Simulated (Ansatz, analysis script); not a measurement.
# Fixed-spin-moment curve of SrCo2As2, part 2 of 2

Aim: the energy of SrCo2As2 as its total moment is fixed at a series of values, and its answer to a field.

Ansatz 0.2.0; PBEsol, PAW set soft_1 (files made for PBE).

So far. Step 3 (The same state on a denser mesh): The run ends ferromagnetic, with a net moment of 1.14 μB a cell, against 1.12 μB on the first mesh. Step 4 (The non-magnetic reference): The free collinear run lies 55.3 meV below it.

### 5. Without spin, levels printed

Level of this step: Ansatz DFT without spin polarisation; PBEsol, PAW set soft_1; PAW set soft_1 (Ansatz).

Input file input.yaml:

```yaml
crystal:
  lattice:
    - [-1.9907572976, 1.9907572976, 5.7243631815]
    - [1.9907572976, -1.9907572976, 5.7243631815]
    - [1.9907572976, 1.9907572976, -5.7243631815]
  atoms:
    - { symbol: Sr, position: [0.0, 0.0, 0.0] }
    - { symbol: Co, position: [0.75, 0.25, 0.5] }
    - { symbol: Co, position: [0.25, 0.75, 0.5] }
    - { symbol: As, position: [0.35135471, 0.35135471, 0.0] }
    - { symbol: As, position: [0.64864529, 0.64864529, 0.0] }
kpoints:
  mp_grid: { grid: [14, 14, 14] }
hamiltonian:
  xc: pbesol
  pseudopotentials: { kind: paw, azcp: { folder: soft_1 }, xc_functional: pbe }
scf:
  occupations: { method: fermi_dirac, width: 0.05 }
  max_iter: 120
  convergence: { dr2_threshold: 1.0e-08 }
basis:
  ecutwfc: 420.0
output:
  eigenvalues: true
```

Run with:

```console
ansatz run input.yaml --threads 1 --pin off --max-ram 2560MiB --backend cpu --events-out ev --progress --plain --runs-dir out
```

Numbers of over 12 decimals in the logs are rounded to 6 here.

Output:

```text
[...]
Crystal: 5 atoms, lattice volume = 90.745 Å³
Basis set: ecut = 420 eV, 1807 PW (Γ), FFT grids on a1+a3, a2+a3, a3
Bands: 45, of which v1, the nominal top of the filled ones, is band 37 counted from 1 (36 counted from 0)
Symmetry: 16 space group operations
[...]
k-points: 244 of 2744
[...]
--- Band table (eV; the first three rows and the last of 244) ---
  k-point 0: bands = [... 33 lower, 11.6840, 11.9001, 11.9001, 12.3237, 13.3629, 14.6989, 14.6989, 15.1742, ... 4 higher]
  k-point 1: bands = [... 33 lower, 11.6335, 11.7839, 11.8322, 12.4218, 13.2206, 14.1350, 14.9793, 15.7226, ... 4 higher]
  k-point 2: bands = [... 33 lower, 11.5282, 11.6053, 11.6581, 12.5354, 12.9650, 13.5513, 15.5322, 15.6026, ... 4 higher]
  k-point 243: bands = [... 33 lower, 12.0381, 12.0381, 12.3237, 12.4344, 12.7257, 13.9298, 14.9166, 14.9166, ... 4 higher]
[key lines of the parts left out:]
SCF converged after 12 iterations
Free energy (F): -23307.426510 eV
Fermi energy:    12.642294 eV
```

The job ended after 72 s (1 thread of Arm Neoverse V2, shared host; peak memory 0.83 GiB).

### 6. Total moment fixed at 0.333 μB

Two Fermi levels, one a spin, hold the total moment exactly, which reaches states that a free run would leave.

Edit input.yaml of step 5 so:

```diff
@@ -7,6 +7,10 @@
     - { symbol: Sr, position: [0.0, 0.0, 0.0] }
-    - { symbol: Co, position: [0.75, 0.25, 0.5] }
-    - { symbol: Co, position: [0.25, 0.75, 0.5] }
+    - { symbol: Co, position: [0.75, 0.25, 0.5], spin: 0.1665 }
+    - { symbol: Co, position: [0.25, 0.75, 0.5], spin: 0.1665 }
     - { symbol: As, position: [0.35135471, 0.35135471, 0.0] }
     - { symbol: As, position: [0.64864529, 0.64864529, 0.0] }
+magnetization:
+  spin_polarized: true
+  initial_magnetization: 0.333
+  spin_locking: { lock_magnetization: hard }
 kpoints:
@@ -20,5 +24,4 @@
   convergence: { dr2_threshold: 1.0e-08 }
+  lower_state_search: "off"
 basis:
   ecutwfc: 420.0
-output:
-  eigenvalues: true
```

Output:

```text
[...]
Crystal: 5 atoms, lattice volume = 90.745 Å³
Basis set: ecut = 420 eV, 1807 PW (Γ), FFT grids on a1+a3, a2+a3, a3
Bands: 45, of which v1, the nominal top of the filled ones, is band 37 counted from 1 (36 counted from 0)
Symmetry: 16 space group operations
[...]
k-points: 244 of 2744
[...]
Starting moments: Σ|m| = 0.333 μB on 2 of 5 sites
[...]
SCF iter  15: F=-23307.438677 eV  HF=-23307.438677 eV  |F-HF|=5.17e-10  |Δ(HF+E_count)|=  5.09e-11  Δρ=3.92e-7 (↑3.09e-7 ↓3.92e-7)  dr2=5.14e-10  dr2_m=1.60e-12  M=0.333 μB ∫|m|=0.513 μB  ethr=3.22e-12  ⟨swp⟩=1.0  Hψ=45197  notcnv=0
SCF 1 converged in 15 iterations: F = -23307.438677 eV  dr2 = 5.14e-10
[...]
SCF converged after 15 iterations
Stability checked in part: among states of this total moment the steps that led to this state did not find it unstable. No probe was made; neither looks for a lower state of another moment (fixed_total_moment; see scf.lower_state_search)
[...]
Magnetization: 0.3330 μB (37.1665 up, 36.8335 down)
Absolute magnetization: 0.5119 μB (∫|ρ↑−ρ↓|, with the PAW one-centre terms)
[...]
Per-site moments (μB) at R_I (Å): [(-0.010803, 1.357015), (0.207990, 0.950506), (0.207990, 0.950506), (-0.00623788, 0.950506), (-0.00623788, 0.950506)]
Free energy (F): -23307.438677 eV
[...]
Internal energy: -23307.394220 eV  (E = F + TS)
E sigma→0 (E₀):  -23307.416448 eV
Entropy (-TS):   -0.044457 eV (-8.891 meV/atom)
Fermi energy:    12.642974 (↑ 12.577876, ↓ 12.708072) eV
[...]
```

It took 2.7 min on 1 thread; peak memory 1.3 GiB.

The energy is -12.2 meV from the state without spin, and the largest site carries 0.208 μB.

### 7. Total moment fixed at 0.667 μB

input.yaml, the sections that differ from step 6:

```yaml
crystal:
  lattice:
    - [-1.9907572976, 1.9907572976, 5.7243631815]
    - [1.9907572976, -1.9907572976, 5.7243631815]
    - [1.9907572976, 1.9907572976, -5.7243631815]
  atoms:
    - { symbol: Sr, position: [0.0, 0.0, 0.0] }
    - { symbol: Co, position: [0.75, 0.25, 0.5], spin: 0.3335 }
    - { symbol: Co, position: [0.25, 0.75, 0.5], spin: 0.3335 }
    - { symbol: As, position: [0.35135471, 0.35135471, 0.0] }
    - { symbol: As, position: [0.64864529, 0.64864529, 0.0] }
magnetization:
  spin_polarized: true
  initial_magnetization: 0.667
  spin_locking: { lock_magnetization: hard }
# kpoints, hamiltonian, scf, basis: as in step 6
```

Output:

```text
[...]
Crystal: 5 atoms, lattice volume = 90.745 Å³
Basis set: ecut = 420 eV, 1807 PW (Γ), FFT grids on a1+a3, a2+a3, a3
Bands: 45, of which v1, the nominal top of the filled ones, is band 37 counted from 1 (36 counted from 0)
Symmetry: 16 space group operations
[...]
k-points: 244 of 2744
[...]
Starting moments: Σ|m| = 0.667 μB on 2 of 5 sites
[...]
Per-site moments (μB) at R_I (Å): [(-0.00812239, 1.357015), (0.372818, 0.950506), (0.372818, 0.950506), (-0.00660734, 0.950506), (-0.00660734, 0.950506)]
Free energy (F): -23307.462837 eV
[...]
Internal energy: -23307.429515 eV  (E = F + TS)
E sigma→0 (E₀):  -23307.446176 eV
Entropy (-TS):   -0.033322 eV (-6.664 meV/atom)
Fermi energy:    12.639753 (↑ 12.570339, ↓ 12.709166) eV
[...]
[key lines of the parts left out:]
SCF converged after 14 iterations
Magnetization: 0.6670 μB (37.3335 up, 36.6665 down)
```

Wall time 2.5 min (1 thread); peak memory 1.3 GiB.

The energy is -36.3 meV from the state without spin, and the largest site carries 0.373 μB.

### 8. Total moment fixed at 1.667 μB

input.yaml, the sections that differ from step 7:

```yaml
crystal:
  lattice:
    - [-1.9907572976, 1.9907572976, 5.7243631815]
    - [1.9907572976, -1.9907572976, 5.7243631815]
    - [1.9907572976, 1.9907572976, -5.7243631815]
  atoms:
    - { symbol: Sr, position: [0.0, 0.0, 0.0] }
    - { symbol: Co, position: [0.75, 0.25, 0.5], spin: 0.8335 }
    - { symbol: Co, position: [0.25, 0.75, 0.5], spin: 0.8335 }
    - { symbol: As, position: [0.35135471, 0.35135471, 0.0] }
    - { symbol: As, position: [0.64864529, 0.64864529, 0.0] }
magnetization:
  spin_polarized: true
  initial_magnetization: 1.667
  spin_locking: { lock_magnetization: hard }
# kpoints, hamiltonian, scf, basis: as in step 7
```

Output:

```text
[...]
Crystal: 5 atoms, lattice volume = 90.745 Å³
Basis set: ecut = 420 eV, 1807 PW (Γ), FFT grids on a1+a3, a2+a3, a3
Bands: 46, of which v1, the nominal top of the filled ones, is band 37 counted from 1 (36 counted from 0)
Symmetry: 16 space group operations
[...]
k-points: 244 of 2744
[...]
Starting moments: Σ|m| = 1.667 μB on 2 of 5 sites
[...]
Per-site moments (μB) at R_I (Å): [(0.035637, 1.357015), (0.730650, 0.950506), (0.730650, 0.950506), (0.014858, 0.950506), (0.014858, 0.950506)]
Free energy (F): -23307.448494 eV
[...]
Internal energy: -23307.426028 eV  (E = F + TS)
E sigma→0 (E₀):  -23307.437261 eV
Entropy (-TS):   -0.022466 eV (-4.493 meV/atom)
Fermi energy:    12.569468 (↑ 12.700760, ↓ 12.438176) eV
[...]
[key lines of the parts left out:]
SCF converged after 13 iterations
Magnetization: 1.6670 μB (37.8335 up, 36.1665 down)
```

Run time: 2.2 min. Hardware: 1 thread; peak memory 1.3 GiB.

The energy is -22.0 meV from the state without spin, and the largest site carries 0.731 μB.

### 9. Total moment fixed at 3 μB

input.yaml, the sections that differ from step 8:

```yaml
crystal:
  lattice:
    - [-1.9907572976, 1.9907572976, 5.7243631815]
    - [1.9907572976, -1.9907572976, 5.7243631815]
    - [1.9907572976, 1.9907572976, -5.7243631815]
  atoms:
    - { symbol: Sr, position: [0.0, 0.0, 0.0] }
    - { symbol: Co, position: [0.75, 0.25, 0.5], spin: 1.5 }
    - { symbol: Co, position: [0.25, 0.75, 0.5], spin: 1.5 }
    - { symbol: As, position: [0.35135471, 0.35135471, 0.0] }
    - { symbol: As, position: [0.64864529, 0.64864529, 0.0] }
magnetization:
  spin_polarized: true
  initial_magnetization: 3.0
  spin_locking: { lock_magnetization: hard }
# kpoints, hamiltonian, scf, basis: as in step 8
```

Output:

```text
[...]
Crystal: 5 atoms, lattice volume = 90.745 Å³
Basis set: ecut = 420 eV, 1807 PW (Γ), FFT grids on a1+a3, a2+a3, a3
Bands: 47, of which v1, the nominal top of the filled ones, is band 37 counted from 1 (36 counted from 0)
Symmetry: 16 space group operations
[...]
k-points: 244 of 2744
[...]
Starting moments: Σ|m| = 3 μB on 2 of 5 sites
[...]
Per-site moments (μB) at R_I (Å): [(0.079267, 1.357015), (1.198061, 0.950506), (1.198061, 0.950506), (0.056661, 0.950506), (0.056661, 0.950506)]
Free energy (F): -23307.080406 eV
[...]
Internal energy: -23307.046310 eV  (E = F + TS)
E sigma→0 (E₀):  -23307.063358 eV
Entropy (-TS):   -0.034096 eV (-6.819 meV/atom)
Fermi energy:    12.489926 (↑ 12.887275, ↓ 12.092578) eV
[...]
[key lines of the parts left out:]
SCF converged after 13 iterations
Magnetization: 3.0000 μB (38.5000 up, 35.5000 down)
```

It took 2.2 min on 1 thread; peak memory 1.3 GiB.

The energy is 346 meV from the state without spin, and the largest site carries 1.20 μB.

The other 5 runs of this kind were made alike; their results stand in the table below.

### 10. No field, tight threshold

A field gives a second route to the same curve. A thousand tesla shift each spin by 58 meV, and the threshold is tightened so that small induced moments are resolved.

input.yaml, the sections that differ from step 9:

```yaml
crystal:
  lattice:
    - [-1.9907572976, 1.9907572976, 5.7243631815]
    - [1.9907572976, -1.9907572976, 5.7243631815]
    - [1.9907572976, 1.9907572976, -5.7243631815]
  atoms:
    - { symbol: Sr, position: [0.0, 0.0, 0.0] }
    - { symbol: Co, position: [0.75, 0.25, 0.5], spin: 0.55 }
    - { symbol: Co, position: [0.25, 0.75, 0.5], spin: 0.55 }
    - { symbol: As, position: [0.35135471, 0.35135471, 0.0] }
    - { symbol: As, position: [0.64864529, 0.64864529, 0.0] }
magnetization:
  spin_polarized: true
scf:
  occupations: { method: fermi_dirac, width: 0.05 }
  max_iter: 120
  convergence: { dr2_threshold: 1.0e-10 }
  lower_state_search: "off"
# kpoints, hamiltonian, basis: as in step 9
```

Output:

```text
[...]
Crystal: 5 atoms, lattice volume = 90.745 Å³
Basis set: ecut = 420 eV, 1807 PW (Γ), FFT grids on a1+a3, a2+a3, a3
Bands: 46, of which v1, the nominal top of the filled ones, is band 37 counted from 1 (36 counted from 0)
Symmetry: 16 space group operations
[...]
k-points: 244 of 2744
[...]
Starting moments: Σ|m| = 1.1 μB on 2 of 5 sites
[...]
Absolute magnetization: 1.2358 μB (∫|ρ↑−ρ↓|, with the PAW one-centre terms)
[...]
Per-site moments (μB) at R_I (Å): [(0.012055, 1.357015), (0.551005, 0.950506), (0.551005, 0.950506), (0.00130313, 0.950506), (0.00130313, 0.950506)]
Free energy (F): -23307.481803 eV
[...]
Internal energy: -23307.456049 eV  (E = F + TS)
E sigma→0 (E₀):  -23307.468926 eV
Entropy (-TS):   -0.025754 eV (-5.151 meV/atom)
Fermi energy:    12.619287 eV
[...]
[key lines of the parts left out:]
SCF converged after 18 iterations
Magnetization: 1.1419 μB (37.5709 up, 36.4291 down)
```

Run time: 3 min. Hardware: 1 thread; peak memory 1.3 GiB.

The net moment is 1.14 μB a cell.

### 11. Field of 1500 T

Edit input.yaml of step 10 so:

```diff
@@ -13,2 +13,3 @@
   spin_polarized: true
+  magnetic_field: 1500.0
 kpoints:
```

Output:

```text
[...]
Crystal: 5 atoms, lattice volume = 90.745 Å³
Basis set: ecut = 420 eV, 1807 PW (Γ), FFT grids on a1+a3, a2+a3, a3
Bands: 46, of which v1, the nominal top of the filled ones, is band 37 counted from 1 (36 counted from 0)
Symmetry: 16 space group operations
[...]
k-points: 244 of 2744
[...]
Starting moments: Σ|m| = 1.1 μB on 2 of 5 sites
[...]
Absolute magnetization: 1.5813 μB (∫|ρ↑−ρ↓|, with the PAW one-centre terms)
[...]
Per-site moments (μB) at R_I (Å): [(0.028970, 1.357015), (0.672461, 0.950506), (0.672461, 0.950506), (0.00990126, 0.950506), (0.00990126, 0.950506)]
Free energy (F): -23307.596995 eV
[...]
Internal energy: -23307.574305 eV  (E = F + TS)
E sigma→0 (E₀):  -23307.585650 eV
Entropy (-TS):   -0.022690 eV (-4.538 meV/atom)
Fermi energy:    12.585998 eV
[...]
[key lines of the parts left out:]
SCF converged after 19 iterations
Magnetization: 1.4978 μB (37.7489 up, 36.2511 down)
```

The job ended after 3.1 min (1 thread; peak memory 1.3 GiB).

The net moment is 1.50 μB a cell.

2 more runs differ from these in the same keys alone and are tabled below.

### 12. Side runs that gave no result

| changed | outcome |
| --- | --- |
| magnetization | cut off at the time limit |

### 13. The curves

Table of energy less the state without spin by total moment:

```tsv
total moment (μB/cell)	energy less the state without spin (meV/cell)
0.00	0
0.33	-12.2
0.67	-36.3
1.00	-53.3
1.33	-51.2
1.67	-22.0
2.00	35.9
2.33	119
2.67	224
3.00	346
```

The field that holds a moment is half the difference of the two Fermi levels over μB.

Table of field that holds the moment by total moment:

```tsv
total moment (μB/cell)	field that holds the moment (T)
0.33	-1125
0.67	-1199
1.00	-466
1.33	763
1.67	2268
2.00	3711
2.33	4904
2.67	5862
3.00	6865
```

Site moments:

```tsv
total (μB)	Sr no. 1 (μB)	Co no. 2 (μB)	Co no. 3 (μB)	As no. 4 (μB)	As no. 5 (μB)
0.333	-0.0108	0.208	0.208	-0.0062	-0.0062
0.667	-0.0081	0.3728	0.3728	-0.0066	-0.0066
1	0.0049	0.5017	0.5017	-0.0016	-0.0016
1.333	0.0216	0.6162	0.6162	0.0056	0.0056
1.667	0.0356	0.7307	0.7307	0.0149	0.0149
2	0.0473	0.8478	0.8478	0.0245	0.0245
2.333	0.0578	0.9664	0.9664	0.0343	0.0343
2.667	0.0684	1.084	1.084	0.045	0.045
3	0.0793	1.198	1.198	0.0567	0.0567
```

The total moment by field:

```tsv
field (T)	total moment (μB/cell)
0	1.14
300	1.22
600	1.29
1500	1.50
```

Three Landau terms miss the curve as a whole or at its small-moment end, and no Stoner analysis is made here.

### 14. What came out

```yaml
state_of_the_free_run: ferromagnetic
net_moment_of_the_free_run: 1.14 μB
energy_of_the_free_run_from_the_state_without_spin: -55.3 meV a cell
lowest_of_the_fixed_moments_tried: M = 1 μB, -53.3 meV
dm_db_between_0_and_300_t: 0.266 μB a cell per 1000 T
```

What this shows: At this level the system is magnetic: the free run keeps 0.551 μB on the largest site. No other order was typed. Semilocal functionals tend to overstate moments this weak, since they lack spin fluctuations. The free run, at 1.14 μB, lies 55.3 meV under the state without spin and so below every fixed moment tried: the minimum falls between two of them. Among the fixed moments, E(M) falls 53.3 meV below the state without spin and is lowest near 1 μB on this grid. The field acts on spins alone. The 13 fixed-moment and field runs took 33 min of wall time, added up. Energies are free energies at a smearing of 0.05 eV, and with partly filled levels differences shift, at times strongly, as the smearing goes to zero. In doubt: the program's search for lower states was switched off, so a lower magnetic state than those reached may exist.

[Logs and program files are shortened in this print: banners, set-up blocks, solver, clock and traceback lines can be left out without a mark of their own.]

[Logs are printed without paths, hosts, clocks, repeated set-up lines and the standing remarks that a program may print on its own settings, such as how far it seeks lower states.]

[Hosts, paths, dates, database ids (printed as entryN), source tags and the programs' standing remarks are cut or masked in the printed files.]
